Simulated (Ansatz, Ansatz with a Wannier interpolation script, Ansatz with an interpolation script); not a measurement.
Planning a run of Ansatz 0.2.0 on CdSe (Cadmoselite). The input:

```yaml
crystal:
  lattice:
    - [4.3860000022, 0.0, 0.0]
    - [-2.1930000011, 3.7983874229, 0.0]
    - [0.0, 0.0, 7.1604]
  atoms:
    - { symbol: Cd, position: [0.3333333333, 0.6666666667, 0.0046189529] }
    - { symbol: Cd, position: [0.6666666667, 0.3333333333, 0.5046189529] }
    - { symbol: Se, position: [0.3333333333, 0.6666666667, 0.3803810471] }
    - { symbol: Se, position: [0.6666666667, 0.3333333333, 0.8803810471] }
kpoints:
  mp_grid: { grid: [6, 6, 4] }
hamiltonian:
  xc: r2scan
scf:
  occupations: { method: fixed }
  n_extra_bands: 63
output:
  wannier:
    kmesh: [12, 12, 8]
    projections: [{ species: Cd, l: s, shell: 5 }, { species: Se, l: p, shell: 4 }]
    minimise: true
    write_hr: true
    seedname: w
    conv_tol: 1.0e-06
    max_iter: 20000
    stability_check: false
    disentanglement:
      window: [2.15, 13.5]
      frozen_window: [2.15, 8.89]
      conv_tol: 1.0e-08
```

The database entry behind the starting cell differs from later determinations by our own check (inner coordinate of an old entry), so it need not match the best structure at ambient conditions.

```sh
ansatz run input.yaml --threads 16 --pin off --max-ram 64512MiB --backend cuda --events-out ev --progress --plain --runs-dir out --devices 1 --max-vram 78GiB
```

Q: How long will it take on 1 × NVIDIA GB200 (shared by 2 runs) with 16 threads of Arm Neoverse V2, shared host, and how much memory?

It took 18 s; on shared hardware allow 8.9 s to 36 s. Peak host memory was 2.8 GiB.

[Paths, hosts, dates, memory and timing lines, banners, echoed tables and standing remarks are left out of the program output.]

[Logs are printed without paths, hosts, clocks, repeated set-up lines and the standing remarks that a program may print on its own settings, such as how far it seeks lower states.]

[Runs of the session that timed out or met a known fault of the program may be left out.]

[Hosts, paths, dates, database ids (printed as entryN), source tags and the programs' standing remarks are cut or masked in the printed files.]
